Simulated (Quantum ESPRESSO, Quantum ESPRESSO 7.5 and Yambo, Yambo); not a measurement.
## How the form of the self-energy moves the gap of PbSe (Clausthalite)

Aim: compare treatments of exchange, screening and correlation for the gap of PbSe (Clausthalite).

Method: PBE and many-body steps on it, plane waves, in Quantum ESPRESSO 7.5 and Yambo 5.3.0.

This is a report of a sequence of runs, with most program output left out.

## 1. The structure

The structure is cubic, space group Fm-3m (No. 225). The conventional cell has a = 6.121 Å, b = 6.121 Å, c = 6.121 Å, α = 90.00°, β = 90.00°, γ = 90.00°. Nearest to Pb lie 6 Se at 3.06 Å. Nearest to Se lie 6 Pb at 3.06 Å. Farther neighbours and most contacts between anions are not listed.

As a file:

```cif
data_structure
_symmetry_space_group_name_H-M 'P 1'
_symmetry_Int_Tables_number 1
_cell_length_a 4.3284
_cell_length_b 4.3284
_cell_length_c 4.3284
_cell_angle_alpha 60.000
_cell_angle_beta 60.000
_cell_angle_gamma 60.000
_cell_volume 57.34
loop_
_atom_site_label
_atom_site_type_symbol
_atom_site_fract_x
_atom_site_fract_y
_atom_site_fract_z
_atom_site_occupancy
Pb1 Pb 0.00000 0.00000 0.00000 1
Se2 Se 0.50000 0.50000 0.50000 1
```

The cell and positions come from the Crystallography Open Database and are kept as given unless a step says otherwise. Spin-orbit coupling is left out unless a step names it.

## 2. Empty states on the mesh, 4×4×4 mesh, 383 bands

This step: Quantum ESPRESSO 7.5; DFT, PBE, plane waves, norm-conserving pseudopotentials.

The sums over transitions need many empty states on a uniform mesh; this step solves for them.

pw.in reads:

```
&control
  calculation = 'nscf'
  prefix = 'x'
  outdir = 'o'
  pseudo_dir = 'pseudo'
/
&system
  ibrav = 0
  nat = 2
  ntyp = 2
  ecutwfc = 78.0
  nbnd = 383
  force_symmorphic = .true.
/
&electrons
  conv_thr = 1e-9
  electron_maxstep = 80
  diago_full_acc = .true.
  diago_thr_init = 5e-6
/
ATOMIC_SPECIES
  Pb 207.2 Pb.upf
  Se 78.971 Se.upf
CELL_PARAMETERS angstrom
  -0.0000000000 3.0606500000 3.0606500000
  3.0606500000 -0.0000000000 3.0606500000
  3.0606500000 3.0606500000 -0.0000000000
ATOMIC_POSITIONS crystal
  Pb 0.0000000000 0.0000000000 0.0000000000
  Se 0.5000000000 0.5000000000 0.5000000000
K_POINTS automatic
  4 4 4 0 0 0
```

On the command line:

```sh
$ OMP_NUM_THREADS=1 mpirun -n 4 pw.x -nk 4 -in pw.in > pw.out
```

Wall time 50 s (4 MPI ranks of Arm Neoverse V1, shared host); peak memory 0.84 GiB; 3.3 min of CPU time.

Numbers from this step:

```yaml
gap: 0.2974 eV
k_of_the_valence_top: 0, 0, -0.5
k_of_the_conduction_bottom: 0, 0, -0.5
least_direct_gap: 0.2974 eV
k_points_computed: 8
lowest_point_of_the_top_converged_band_above_the_valence_top: 188.8940 eV
```

On this mesh the gap is 0.297 eV.

The density comes from a self-consistent run that is not shown.

## 3. Conversion and set-up

This step: Yambo 5.3.0; conversion and set-up on PBE, plane waves, norm-conserving pseudopotentials.

The states are converted to the many-body program's format and the q mesh is built.

On the command line:

```sh
$ (cd o/x.save; p2y > p2y.log; mv SAVE ../..); yambo > setup.log
```

Elapsed: 2.9 s, on 1 MPI rank; peak memory 0.25 GiB.

## 4. G0W0, Godby-Needs plasmon pole

G0W0 replaces the xc potential by the self-energy, built once from these orbitals. Only a window of levels is corrected, while the sums run over the empty bands that the input names.

This step: G0W0 on PBE, plane waves, norm-conserving pseudopotentials.

gw2.in reads:

```
HF_and_locXC
gw0
dyson
ppa
em1d
rim_cut
RandQpts= 1000000
RandGvec= 1 RL
EXXRLvcs= 78 Ry
VXCRLvcs= 312 Ry
Chimod= "HARTREE"
% BndsRnXp
 1 | 165 |
%
NGsBlkXp= 10.5 Ry
% LongDrXp
 1 | 1 | 1 |
%
% GbndRnge
 1 | 165 |
%
DysSolver= "n"
ExtendOut
PPAPntXp= 27.21138 eV
% QPkrange
 3 | 3 | 14 | 17 |
 1 | 1 | 14 | 17 |
%
```

On the command line:

```sh
$ OMP_NUM_THREADS=1 mpirun -n 4 yambo -F gw2.in -J gw2 -C gw2 > gw2.log
```

It took 2.1 min on 4 MPI ranks; peak memory 1.7 GiB.

Numbers from this step:

```
G0W0 gap on the points computed              : 0.7300 eV
starting gap on the mesh                     : 0.2974 eV
k of the valence top                         : 0, 0, -0.5
k of the conduction bottom                   : 0, 0, -0.5
least direct G0W0 gap on the computed points : 0.7300 eV
Z at the valence top                         : 0.7943
Z at the conduction bottom                   : 0.8087
```

The gap on the mesh goes from 0.30 eV to 0.73 eV, a correction of +0.43 eV.

## 5. One-shot COHSEX

This step: one-shot COHSEX on PBE, plane waves, norm-conserving pseudopotentials.

gw4.in reads:

```
HF_and_locXC
gw0
dyson
cohsex
em1s
rim_cut
RandQpts= 1000000
RandGvec= 1 RL
EXXRLvcs= 78 Ry
VXCRLvcs= 312 Ry
Chimod= "HARTREE"
% BndsRnXs
 1 | 165 |
%
NGsBlkXs= 10.5 Ry
% LongDrXs
 1 | 1 | 1 |
%
% GbndRnge
 1 | 165 |
%
DysSolver= "n"
ExtendOut
% QPkrange
 3 | 3 | 14 | 17 |
 1 | 1 | 14 | 17 |
%
```

On the command line:

```sh
$ OMP_NUM_THREADS=1 mpirun -n 4 yambo -F gw4.in -J gw4 -C gw4 > gw4.log
```

The job ended after 85 s (4 MPI ranks; peak memory 1.7 GiB; 5.6 min of CPU time).

This step gave:

| Property | Result |
| --- | --- |
| quasiparticle gap on the points computed | 1.315 eV |
| starting gap on the mesh | 0.2974 eV |
| k of the valence top | 0, 0, -0.5 |
| k of the conduction bottom | 0, 0, -0.5 |
| least direct quasiparticle gap on the computed points | 1.315 eV |
| Z at the valence top | 1 |
| Z at the conduction bottom | 1 |

Against G0W0 in Yambo (4×4×4 mesh, 165 bands, screening to 142.9 eV, Godby-Needs plasmon pole), the gap moves by +0.585 eV.

## 6. One-shot Hartree-Fock

This step: one-shot Hartree-Fock on PBE, plane waves, norm-conserving pseudopotentials.

gw5.in reads:

```
HF_and_locXC
rim_cut
RandQpts= 1000000
RandGvec= 1 RL
EXXRLvcs= 78 Ry
VXCRLvcs= 312 Ry
% QPkrange
 3 | 3 | 14 | 17 |
 1 | 1 | 14 | 17 |
%
```

On the command line:

```sh
$ OMP_NUM_THREADS=1 mpirun -n 4 yambo -F gw5.in -J gw5 -C gw5 > gw5.log
```

It took 7.5 s on 4 MPI ranks; peak memory 1.6 GiB; 30 s of CPU time.

Numbers from this step:

```
quasiparticle gap on the mesh                         : 4.730 eV
starting gap on the mesh                              : 0.2974 eV
k of the valence top                                  : 0, 0, -0.5
k of the conduction bottom                            : 0, 0, -0.5
least direct quasiparticle gap on the computed points : 4.730 eV
```

Against G0W0 in Yambo (4×4×4 mesh, 165 bands, screening to 142.9 eV, Godby-Needs plasmon pole), the gap moves by +4.000 eV.

## 7. The runs together

Times are wall times on 4 MPI ranks of Arm Neoverse V1, shared host, good to a factor of about two.

```tsv
run	mesh	bands	screening cutoff (eV)	DFT gap (eV)	gap on the mesh (eV)	direct (eV)	time
G0W0, Godby-Needs plasmon pole	4×4×4	165	142.9	0.297	0.730	0.730	2.1 min
one-shot COHSEX	4×4×4	165	142.9	0.297	1.315	1.315	85 s
one-shot Hartree-Fock	4×4×4	-	-	0.297	4.730	4.730	7.5 s
```

## 8. What came out

| Item | Value |
| --- | --- |
| G0W0, Godby-Needs plasmon pole | 0.730 eV |
| one-shot COHSEX | 1.315 eV |
| one-shot Hartree-Fock | 4.730 eV |
| known limits | not at the basis limit; model gap, bands may invert with spin-orbit coupling; exchange with frozen shells missing; no spin-orbit coupling; coarse k mesh |

In words: One-shot COHSEX: +0.585 eV against G0W0, Godby-Needs plasmon pole. One-shot Hartree-Fock: +4.000 eV against G0W0, Godby-Needs plasmon pole. Bare exchange alone opens the gap to 4.73 eV; against G0W0, correlation takes back 4.00 eV. Static COHSEX lies above G0W0: it lacks the factor Z and overstates the Coulomb hole of the filled states. Bands and cutoff are finite, so the gap is not at the basis limit. The miss can reach some tenths of an eV and take either sign; the mesh is an error of its own. The 4×4×4 mesh is coarse for this cell, which bears on the long-range parts of exchange and screening. Where an edge is built on 6p states of lead, bismuth or thallium, scalar-relativistic gaps usually stand too wide, by a few tenths to over one eV. With atoms this heavy and so narrow a gap, spin-orbit coupling can invert the bands. These scalar-relativistic gaps are then model values, not to be set against experiment, and a spin-orbit change taken from DFT can't simply be added. The norm-conserving file of at least one element keeps a d shell over frozen s and p shells of the same row. Exchange with those shells is missing from the self-energy, an error of 0.3 to 0.9 eV in cases checked, whose sign depends on which edge lies on those atoms.

[Paths, hosts, dates, memory and timing lines, banners, echoed tables and standing remarks are left out of the program output.]

[Logs are printed without paths, hosts, clocks, repeated set-up lines and the standing remarks that a program may print on its own settings, such as how far it seeks lower states.]

[Runs of the session that timed out or met a known fault of the program may be left out.]

[Hosts, paths, dates, database ids (printed as entryN), source tags and the programs' standing remarks are cut or masked in the printed files.]
